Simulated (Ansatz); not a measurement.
# La2PbS4 (I-42d): the host for defect calculations

Aim: the runs on the perfect crystal La2PbS4 (I-42d) that a defect calculation needs first.

Program: Ansatz 0.2.0. Level of theory: plane-wave PAW DFT, PBEsol; relaxation of the defect-free supercell from random displacements, a test of the host's stability. Results are calculated unless marked as measured.

### Step 1. Starting point

The cell holds 56 atoms: 16 La, 8 Pb and 32 S. Cell: a = 12.256 Å, b = 12.256 Å, c = 12.285 Å, α = 59.9°, β = 59.9°, γ = 60.2°.

### Step 2. Defect free supercell relaxed from displaced atoms

The input displaces the atoms at random before the relaxation, so that it can leave a symmetric saddle if there is one.

pristine.rattled/input.yaml

```yaml
crystal:
  lattice:
    - [0.0, 8.687003546, 8.6461405635]
    - [8.687003546, 0.0, 8.6461405635]
    - [8.687003546, 8.687003546, 0.0]
  atoms:
    - { symbol: La, position: [0.120060898, 0.004939102, 0.129939102] }
    - { symbol: La, position: [0.370060898, 0.254939102, 0.379939102] }
    - { symbol: La, position: [0.620060898, 0.504939102, 0.629939102] }
    - { symbol: La, position: [0.870060898, 0.754939102, 0.879939102] }
    - { symbol: La, position: [0.004939102, 0.120060898, 0.745060898] }
    - { symbol: La, position: [0.254939102, 0.370060898, 0.995060898] }
    - { symbol: La, position: [0.504939102, 0.620060898, 0.245060898] }
    - { symbol: La, position: [0.754939102, 0.870060898, 0.495060898] }
    - { symbol: La, position: [0.245060898, 0.629939102, 0.620060898] }
    - { symbol: La, position: [0.495060898, 0.879939102, 0.870060898] }
    - { symbol: La, position: [0.745060898, 0.129939102, 0.120060898] }
    - { symbol: La, position: [0.995060898, 0.379939102, 0.370060898] }
    - { symbol: La, position: [0.129939102, 0.745060898, 0.004939102] }
    - { symbol: La, position: [0.379939102, 0.995060898, 0.254939102] }
    - { symbol: La, position: [0.629939102, 0.245060898, 0.504939102] }
    - { symbol: La, position: [0.879939102, 0.495060898, 0.754939102] }
    - { symbol: Pb, position: [0.125, 0.625, 0.375] }
    - { symbol: Pb, position: [0.375, 0.875, 0.625] }
    - { symbol: Pb, position: [0.625, 0.125, 0.875] }
    - { symbol: Pb, position: [0.875, 0.375, 0.125] }
    - { symbol: Pb, position: [0.0, 0.0, 0.5] }
    - { symbol: Pb, position: [0.25, 0.25, 0.75] }
    - { symbol: Pb, position: [0.5, 0.5, 0.0] }
    - { symbol: Pb, position: [0.75, 0.75, 0.25] }
    - { symbol: S, position: [0.2208291505, 0.9733744934, 0.8555943188] }
    - { symbol: S, position: [0.4708291505, 0.2233744934, 0.1055943188] }
    - { symbol: S, position: [0.7208291505, 0.4733744934, 0.3555943188] }
    - { symbol: S, position: [0.9708291505, 0.7233744934, 0.6055943188] }
    - { symbol: S, position: [0.2305943188, 0.8252020373, 0.3458291505] }
    - { symbol: S, position: [0.4805943188, 0.0752020373, 0.5958291505] }
    - { symbol: S, position: [0.7305943188, 0.3252020373, 0.8458291505] }
    - { symbol: S, position: [0.9805943188, 0.5752020373, 0.0958291505] }
    - { symbol: S, position: [0.0752020373, 0.4805943188, 0.8483744934] }
    - { symbol: S, position: [0.3252020373, 0.7305943188, 0.0983744934] }
    - { symbol: S, position: [0.5752020373, 0.9805943188, 0.3483744934] }
    - { symbol: S, position: [0.8252020373, 0.2305943188, 0.5983744934] }
    - { symbol: S, position: [0.0983744934, 0.8458291505, 0.7305943188] }
    - { symbol: S, position: [0.3483744934, 0.0958291505, 0.9805943188] }
    - { symbol: S, position: [0.5983744934, 0.3458291505, 0.2305943188] }
    - { symbol: S, position: [0.8483744934, 0.5958291505, 0.4805943188] }
    - { symbol: S, position: [0.1055943188, 0.2002020373, 0.2233744934] }
    - { symbol: S, position: [0.3555943188, 0.4502020373, 0.4733744934] }
    - { symbol: S, position: [0.6055943188, 0.7002020373, 0.7233744934] }
    - { symbol: S, position: [0.8555943188, 0.9502020373, 0.9733744934] }
    - { symbol: S, position: [0.0958291505, 0.3483744934, 0.5752020373] }
    - { symbol: S, position: [0.3458291505, 0.5983744934, 0.8252020373] }
    - { symbol: S, position: [0.5958291505, 0.8483744934, 0.0752020373] }
    - { symbol: S, position: [0.8458291505, 0.0983744934, 0.3252020373] }
    - { symbol: S, position: [0.2002020373, 0.1055943188, 0.4708291505] }
    - { symbol: S, position: [0.4502020373, 0.3555943188, 0.7208291505] }
    - { symbol: S, position: [0.7002020373, 0.6055943188, 0.9708291505] }
    - { symbol: S, position: [0.9502020373, 0.8555943188, 0.2208291505] }
    - { symbol: S, position: [0.2233744934, 0.4708291505, 0.2002020373] }
    - { symbol: S, position: [0.4733744934, 0.7208291505, 0.4502020373] }
    - { symbol: S, position: [0.7233744934, 0.9708291505, 0.7002020373] }
    - { symbol: S, position: [0.9733744934, 0.2208291505, 0.9502020373] }
basis:
  ecutwfc: 420
  xc_grid: 2
hamiltonian:
  xc: pbesol
kpoints:
  mp_grid: { grid: [1, 1, 1], shift: [0.25, 0.25, 0.25] }
scf:
  occupations: { method: fermi_dirac, width: 0.01 }
  max_iter: 80
output:
  forces: true
relax:
  f_tol: 0.01
  max_steps: 120
  random_displacement: { amplitude: 0.08, seed: 9933 }
checkpoint:
  write: "../pristine.rattled.run"
  compress: false
  write_wavefunctions: false
  write_every: 100000
```

Run with:

```console
ansatz run input.yaml --threads 4 --pin off --max-ram 7536MiB --backend cpu --events-out ev --progress --plain --runs-dir out
```

Numbers of over 12 decimals in the logs are rounded to 6 here.

Output:

```text
[... repeated set-up lines and file paths are left out, and long positions are rounded to six places ...]
Engine: ansatz 0.2.0, aarch64-unknown-linux-gnu
Pseudopotentials: kind: paw
Pseudopotential: La, paw, valence charge 11, recommended cutoff 420 eV (normal), La.paw.azcp
Pseudopotential: Pb, paw, valence charge 14, recommended cutoff 420 eV (normal), Pb.paw.azcp
Pseudopotential: S, paw, valence charge 6, recommended cutoff 420 eV (normal), S.paw.azcp
Functional definition: PBEsol
  exchange = pbesol_x
  correlation = pbesol_c
Crystal: 56 atoms, lattice volume = 1304.945 Å³
Basis set: ecut = 420 eV, 25557 PW (Γ), exchange–correlation on 180×180×180 points (8 copies of the dense FFT grid, shifted against one another)
Bands: 296, of which v1, the nominal top of the filled ones, is band 240 counted from 1 (239 counted from 0)
Symmetry: 1 space group operations
k-points: 1
Non-local potential: La, projectors of the file, l = 0: 3, l = 1: 2, l = 2: 2, l = 3: 3
Non-local potential: Pb, projectors of the file, l = 0: 2, l = 1: 2, l = 2: 2, l = 3: 2
Non-local potential: S, projectors of the file, l = 0: 2, l = 1: 2, l = 2: 2
PAW form: soft (Blöchl's): semilocal exchange-correlation on the pseudo side does not see the compensation charge
PAW frozen core: La, regenerated for the run's functional, and the local potential with it (the file was generated under x = pbe(κ = 0.804, μ = 0.219515), c = pbe(β = 0.066725))
PAW frozen core: Pb, regenerated for the run's functional, and the local potential with it (the file was generated under x = pbe(κ = 0.804, μ = 0.219515), c = pbe(β = 0.066725))
PAW frozen core: S, regenerated for the run's functional, and the local potential with it (the file was generated under x = pbe(κ = 0.804, μ = 0.219515), c = pbe(β = 0.066725))
PAW one-centre angular grid: La, 590 points (default); XC on 64 Gauss nodes
PAW one-centre angular grid: Pb, 590 points (default); XC on 64 Gauss nodes
PAW one-centre angular grid: S, 110 points (default); XC on 64 Gauss nodes
Initial density: superposition of atomic densities (neutral atoms: chi_scale 0, normalization atom), corrected by the library's trained network
Initial wavefunctions: pseudopotential atomic-orbital guess
Functional: x = pbesol(κ = 0.804, μ = 0.123457), c = pbesol(β = 0.046)
SCF iter   1: F=—  HF=-221034.159977 eV  |F-HF|=—  |Δ(HF+E_count)|=         —  Δρ=5.65e-3  dr2=6.11e-1  ethr=1.77e-3  ⟨swp⟩=10.0  Hψ=1485  notcnv=0  defer=15
preconditioner: auto → Resta (q_TF=auto, 2.309 Å⁻¹)  ε∞=4.5  [insulator: Δε(μ)=2.135 eV  Ē_g=11.631 eV  σ=0.010 eV  W_gap=1.00  n_scr=282 (ndim 8)  ℏωp=21.8 eV  f_vac=0.000  D(μ)=0.00/eV (n_scr^D=0)  ε∞_Penn≈4.5]
SCF iter   2: F=—  HF=-221034.027498 eV  |F-HF|=—  |Δ(HF+E_count)|=   1.32e-1  Δρ=2.29e-3  dr2=6.75e-2  ethr=1.27e-4  ⟨swp⟩=3.0  Hψ=463  notcnv=0  defer=43
SCF iter   3: F=—  HF=-221034.023311 eV  |F-HF|=—  |Δ(HF+E_count)|=   4.19e-3  Δρ=8.01e-4  dr2=6.97e-3  ethr=1.41e-5  ⟨swp⟩=6.0  Hψ=533  notcnv=0  defer=43
SCF iter   4: F=—  HF=-221034.024511 eV  |F-HF|=—  |Δ(HF+E_count)|=   1.20e-3  Δρ=1.65e-4  dr2=3.53e-4  ethr=1.45e-6  ⟨swp⟩=3.0  Hψ=364  notcnv=0  defer=43
SCF iter   5: F=—  HF=-221034.025454 eV  |F-HF|=—  |Δ(HF+E_count)|=   9.43e-4  Δρ=3.48e-5  dr2=3.50e-5  ethr=7.36e-8  ⟨swp⟩=3.0  Hψ=492  notcnv=0  defer=43
SCF iter   6: F=—  HF=-221034.025457 eV  |F-HF|=—  |Δ(HF+E_count)|=   2.94e-6  Δρ=1.39e-5  dr2=7.28e-6  ethr=7.29e-9  ⟨swp⟩=3.0  Hψ=493  notcnv=0  defer=43
SCF iter   7: F=-221034.025457 eV  HF=-221034.025457 eV  |F-HF|=1.66e-7  |Δ(HF+E_count)|=   3.73e-8  Δρ=3.43e-6  dr2=3.70e-7  ethr=5.21e-10  ⟨swp⟩=4.0  Hψ=1020  notcnv=0
SCF 1 converged in 7 iterations: F = -221034.025457 eV  dr2 = 3.70e-7
  greatest PAW one-centre occupation: 0.981 electrons in one spin orbital (limit 2), on the Pb atom at site 16 (counted from 0), in its partial waves of l = 2
relax step   1: F+E_penalty+E_count = -221034.02545678 eV  Δ(F+E_penalty+E_count) = +0.000e0 eV  max|allowed force component| = 8.143e-1 eV/Å  Δτ_max = 0.0000 Å  (7 SCF iters, dr2 threshold 2.50e-6 eV, accepted)
[... the SCF cycles and remarks between the steps are left out from here to the last step ...]
relax step   2: F+E_penalty+E_count = -221034.01464412 eV  Δ(F+E_penalty+E_count) = +1.081e-2 eV  max|allowed force component| = 1.355e0 eV/Å  Δτ_max = 0.1948 Å  (6 SCF iters, dr2 threshold 4.14e-5 eV, rejected (line search))
relax step   3: F+E_penalty+E_count = -221034.91439876 eV  Δ(F+E_penalty+E_count) = -8.889e-1 eV  max|allowed force component| = 6.800e-2 eV/Å  Δτ_max = 0.0974 Å  (8 SCF iters, accepted)
relax step   4: F+E_penalty+E_count = -221034.77740660 eV  Δ(F+E_penalty+E_count) = +1.370e-1 eV  max|allowed force component| = 2.817e-1 eV/Å  Δτ_max = 0.1000 Å  (7 SCF iters, dr2 threshold 2.89e-7 eV, rejected (line search))
relax step   5: F+E_penalty+E_count = -221034.92123006 eV  Δ(F+E_penalty+E_count) = -6.831e-3 eV  max|allowed force component| = 1.796e-2 eV/Å  Δτ_max = 0.0176 Å  (7 SCF iters, accepted)
SCF iter   1: F=—  HF=-221034.920903 eV  |F-HF|=—  |Δ(HF+E_count)|=         —  Δρ=1.83e-4  dr2=1.05e-3  ethr=1.67e-6  ⟨swp⟩=4.0  Hψ=506  notcnv=0  defer=47
SCF iter   2: F=—  HF=-221034.920676 eV  |F-HF|=—  |Δ(HF+E_count)|=   2.27e-4  Δρ=8.03e-5  dr2=1.43e-4  ethr=2.18e-7  ⟨swp⟩=2.0  Hψ=563  notcnv=0  defer=47
SCF iter   3: F=—  HF=-221034.920652 eV  |F-HF|=—  |Δ(HF+E_count)|=   2.44e-5  Δρ=2.75e-5  dr2=1.09e-5  ethr=2.97e-8  ⟨swp⟩=2.0  Hψ=473  notcnv=0  defer=47
SCF iter   4: F=—  HF=-221034.921497 eV  |F-HF|=—  |Δ(HF+E_count)|=   8.45e-4  Δρ=6.19e-6  dr2=1.12e-6  ethr=2.27e-9  ⟨swp⟩=2.0  Hψ=335  notcnv=0  defer=47
SCF iter   5: F=-221034.921497 eV  HF=-221034.921497 eV  |F-HF|=1.25e-8  |Δ(HF+E_count)|=   9.10e-8  Δρ=1.72e-6  dr2=5.97e-8  ethr=2.08e-11  ⟨swp⟩=3.0  Hψ=1133  notcnv=0
SCF 6 converged in 5 iterations: F = -221034.921497 eV  dr2 = 5.97e-8
relax step   6: F+E_penalty+E_count = -221034.92149672 eV  Δ(F+E_penalty+E_count) = -2.667e-4 eV  max|allowed force component| = 9.383e-3 eV/Å  Δτ_max = 0.0054 Å  (5 SCF iters, accepted)
SCF converged after 5 iterations
Free energy (F): -221034.921497 eV
Harris-Foulkes:  -221034.921497 eV  (|F-HF|=1.25e-8)
Internal energy: -221034.921497 eV  (E = F + TS)
E sigma→0 (E₀):  -221034.921497 eV
Fermi energy:    10.343192 eV
--- Per-component energies (eV) ---
  E_band       = -489.745561
  E_kinetic    = 8804.236963
  E_local      = -16022.749377  (includes V_loc(G=0)·N_el)
  E_nonlocal   = 5300.866277
  E_hartree    = 5771.688340
  E_xc         = -7072.860744
  E_vxc        = -6253.001710  (∫ρ·V_xc dr)
  E_paw        = -185990.289802  (= ΣΔE_a)
  E_vpaw       = -3862.474648  (= ΣTr[D̂ρ^β])
  E_aug_tail   = 0.000427  (compensation charges beyond the density's cutoff)
  E_ewald      = -31831.005043
  E_core_change = 5.191462  (= ΣΔE_core)
  E_smearing   = -0.000000  (= −TS)
  E_closure    = -0.000000  (closes the sum)
  Σ components = -221034.921497   (vs F -221034.921497, Δ=0.00e0)
--- Forces (eV/Å), atoms counted from 1 ---
  atom   1  La    -0.00294546     0.00208898    -0.00126780
  atom   2  La     0.00027306    -0.00121121     0.00500337
  atom   3  La     0.00378162    -0.00060084     0.00157908
  atom   4  La    -0.00145055    -0.00264783     0.00141324
  atom   5  La     0.00138430     0.00643859     0.00631754
  atom   6  La    -0.00107320     0.00723809     0.00565556
  atom   7  La    -0.00053730     0.00462746     0.00571876
  atom   8  La     0.00063376     0.00858849     0.00517681
  atom   9  La     0.00676871     0.00205483     0.00494659
  atom  10  La     0.00486355     0.00108434     0.00441231
  atom  11  La     0.00938218    -0.00267542     0.00332345
  atom  12  La     0.00703529     0.00066931     0.00564306
  atom  13  La    -0.00085561     0.00115995     0.00468385
  atom  14  La    -0.00432462     0.00138870     0.00324872
  atom  15  La     0.00084577    -0.00194040    -0.00116859
  atom  16  La    -0.00042013    -0.00173269     0.00048347
  atom  17  Pb    -0.00087511     0.00048518    -0.00338181
  atom  18  Pb    -0.00075828     0.00061119    -0.00589485
  atom  19  Pb    -0.00056766    -0.00284211    -0.00504436
  atom  20  Pb     0.00060682    -0.00254530    -0.00398179
  atom  21  Pb    -0.00146470     0.00029901    -0.00592426
  atom  22  Pb    -0.00093739    -0.00022039    -0.00186449
  atom  23  Pb    -0.00058204    -0.00193675    -0.00440453
  atom  24  Pb    -0.00086090    -0.00043270    -0.00473700
  atom  25  S     -0.00201147    -0.00050632    -0.00331257
  atom  26  S      0.00068538    -0.00083410    -0.00135607
  atom  27  S      0.00056272    -0.00009984    -0.00124847
  atom  28  S      0.00159768    -0.00020070    -0.00009870
  atom  29  S      0.00251441    -0.00222008    -0.00082449
  atom  30  S      0.00389133    -0.00208281    -0.00092251
  atom  31  S     -0.00047678    -0.00171003    -0.00066913
  atom  32  S      0.00230708    -0.00254349    -0.00415153
  atom  33  S      0.00022388    -0.00010835     0.00067281
  atom  34  S      0.00253316    -0.00030638    -0.00029332
  atom  35  S     -0.00073179    -0.00080278     0.00173420
  atom  36  S     -0.00090495    -0.00047775     0.00145272
  atom  37  S     -0.00062933    -0.00034448    -0.00116503
  atom  38  S      0.00048349     0.00065176    -0.00001287
  atom  39  S     -0.00162638     0.00206182    -0.00321753
  atom  40  S     -0.00093202    -0.00100034    -0.00268973
  atom  41  S      0.00050898    -0.00105367     0.00122065
  atom  42  S     -0.00078610     0.00086381    -0.00055257
  atom  43  S     -0.00098589     0.00002692     0.00135804
  atom  44  S     -0.00062681     0.00148191    -0.00231966
  atom  45  S     -0.00201653    -0.00268773    -0.00104232
  atom  46  S     -0.00175551    -0.00458199     0.00106773
  atom  47  S     -0.00007719    -0.00303239    -0.00124509
  atom  48  S     -0.00218600    -0.00102147     0.00157159
  atom  49  S     -0.00181696     0.00093359    -0.00425897
  atom  50  S     -0.00279662     0.00138146     0.00039190
  atom  51  S     -0.00077713     0.00395790    -0.00188553
  atom  52  S     -0.00177508     0.00248643     0.00056412
  atom  53  S     -0.00238872    -0.00273962    -0.00116996
  atom  54  S     -0.00349299     0.00017500    -0.00024514
  atom  55  S     -0.00384519    -0.00230363     0.00256043
  atom  56  S     -0.00064735    -0.00137142     0.00020207
  max |Σ_I F_I| component: 6.02e-5 eV/Å
--- Relaxed structure (6 steps of the walk, 4 accepted, 0 SCFs on fresh bases) ---
  F+E_penalty+E_count = -221034.92149672 eV   max|allowed force component| = 9.383e-3 eV/Å
  atoms:
    - { symbol: La, position: [0.120519, 0.003829, 0.131381] }
    - { symbol: La, position: [0.370574, 0.253748, 0.381415] }
    - { symbol: La, position: [0.620572, 0.503730, 0.631369] }
    - { symbol: La, position: [0.870564, 0.753765, 0.881430] }
    - { symbol: La, position: [0.006600, 0.117647, 0.747196] }
    - { symbol: La, position: [0.256574, 0.367655, 0.997241] }
    - { symbol: La, position: [0.506580, 0.617655, 0.247236] }
    - { symbol: La, position: [0.756536, 0.867647, 0.497243] }
    - { symbol: La, position: [0.245474, 0.628729, 0.622216] }
    - { symbol: La, position: [0.495489, 0.878759, 0.872229] }
    - { symbol: La, position: [0.745551, 0.128693, 0.122236] }
    - { symbol: La, position: [0.995520, 0.378737, 0.372218] }
    - { symbol: La, position: [0.131636, 0.742706, 0.006386] }
    - { symbol: La, position: [0.381536, 0.992726, 0.256432] }
    - { symbol: La, position: [0.631652, 0.242699, 0.506406] }
    - { symbol: La, position: [0.881643, 0.492707, 0.756389] }
    - { symbol: Pb, position: [0.126420, 0.623565, 0.376263] }
    - { symbol: Pb, position: [0.376491, 0.873574, 0.626245] }
    - { symbol: Pb, position: [0.626490, 0.123534, 0.876343] }
    - { symbol: Pb, position: [0.876471, 0.373527, 0.126263] }
    - { symbol: Pb, position: [0.001379, -0.001366, 0.501268] }
    - { symbol: Pb, position: [0.251365, 0.248554, 0.751319] }
    - { symbol: Pb, position: [0.501442, 0.498591, 0.001283] }
    - { symbol: Pb, position: [0.751393, 0.748628, 0.251279] }
    - { symbol: S, position: [0.222036, 0.971351, 0.857898] }
    - { symbol: S, position: [0.472054, 0.221243, 0.107934] }
    - { symbol: S, position: [0.722071, 0.471283, 0.357878] }
    - { symbol: S, position: [0.972029, 0.721273, 0.607898] }
    - { symbol: S, position: [0.231793, 0.823827, 0.347125] }
    - { symbol: S, position: [0.481877, 0.073798, 0.597109] }
    - { symbol: S, position: [0.731796, 0.323861, 0.847164] }
    - { symbol: S, position: [0.981901, 0.573844, 0.097109] }
    - { symbol: S, position: [0.076336, 0.478190, 0.850519] }
    - { symbol: S, position: [0.326376, 0.728208, 0.100459] }
    - { symbol: S, position: [0.576321, 0.978180, 0.350534] }
    - { symbol: S, position: [0.826321, 0.228222, 0.600530] }
    - { symbol: S, position: [0.099146, 0.844197, 0.732890] }
    - { symbol: S, position: [0.349096, 0.094171, 0.982946] }
    - { symbol: S, position: [0.599146, 0.344250, 0.232858] }
    - { symbol: S, position: [0.849153, 0.594186, 0.482917] }
    - { symbol: S, position: [0.106037, 0.198460, 0.225553] }
    - { symbol: S, position: [0.356070, 0.448515, 0.475485] }
    - { symbol: S, position: [0.606020, 0.698490, 0.725517] }
    - { symbol: S, position: [0.856099, 0.948551, 0.975450] }
    - { symbol: S, position: [0.096090, 0.345879, 0.577276] }
    - { symbol: S, position: [0.346072, 0.595815, 0.827321] }
    - { symbol: S, position: [0.596102, 0.845872, 0.077287] }
    - { symbol: S, position: [0.846008, 0.095871, 0.327287] }
    - { symbol: S, position: [0.201706, 0.104023, 0.472112] }
    - { symbol: S, position: [0.451664, 0.353932, 0.722180] }
    - { symbol: S, position: [0.701692, 0.604017, 0.972075] }
    - { symbol: S, position: [0.951643, 0.853977, 0.222133] }
    - { symbol: S, position: [0.223758, 0.468193, 0.202296] }
    - { symbol: S, position: [0.473672, 0.718240, 0.452283] }
    - { symbol: S, position: [0.723694, 0.968198, 0.702343] }
    - { symbol: S, position: [0.973725, 0.218206, 0.952251] }
```

The job ended after 3.7 min (4 threads of Arm Neoverse N1, shared host; peak memory 2.5 GiB).

The steps of the relaxation:

```
step  energy less that of the first step (eV)  largest force component (eV/Å)
   1                                   0.0000                          0.8143
   2                                   0.0108                          1.3547
   3                                  -0.8889                          0.0680
   4                                  -0.7519                          0.2817
   5                                  -0.8958                          0.0180
   6                                  -0.8960                          0.0094
```

Relaxation steps 2, 4 were tried and not accepted.

The atoms that moved most (Å, from the sites as typed, ahead of the random displacement, the mean shift of all atoms taken out):

```
atom      dx      dy      dz  length
 S48  -0.003  -0.005  -0.013   0.014
 S46  -0.004  -0.004  -0.013   0.014
 S54  -0.004  -0.004  -0.012   0.014
 S56  -0.005  -0.004  -0.012   0.014
 S55  -0.004  -0.003  -0.013   0.014
 S53  -0.004  -0.003  -0.012   0.013
 S45  -0.003  -0.004  -0.012   0.013
 S47  -0.003  -0.004  -0.012   0.013
```

The relaxation ends 16 meV an atom lower than the displaced start, with a largest force component of 0.0094 eV/Å.

### Step 3. Results

```
symmetric supercell less the displaced and relaxed one : 0.001 eV
```

In words: The energy fell by 0.896 eV from the randomly displaced start; against the sites as typed, S48 ends farthest off, by 0.01 Å, once the mean shift is taken out. The displaced cell ends within 0.01 eV of the symmetric one, so no lower structure shows in this supercell. All at zero temperature.

[Logs are printed without paths, hosts, clocks, repeated set-up lines and the standing remarks that a program may print on its own settings, such as how far it seeks lower states.]

[Hosts, paths, dates, database ids (printed as entryN), source tags and the programs' standing remarks are cut or masked in the printed files.]

[Runs of the host that timed out are not shown.]

[For some hosts the program warned that the k-mesh of the response run may be too coarse for force constants and the static dielectric constant; such warnings are not always shown.]
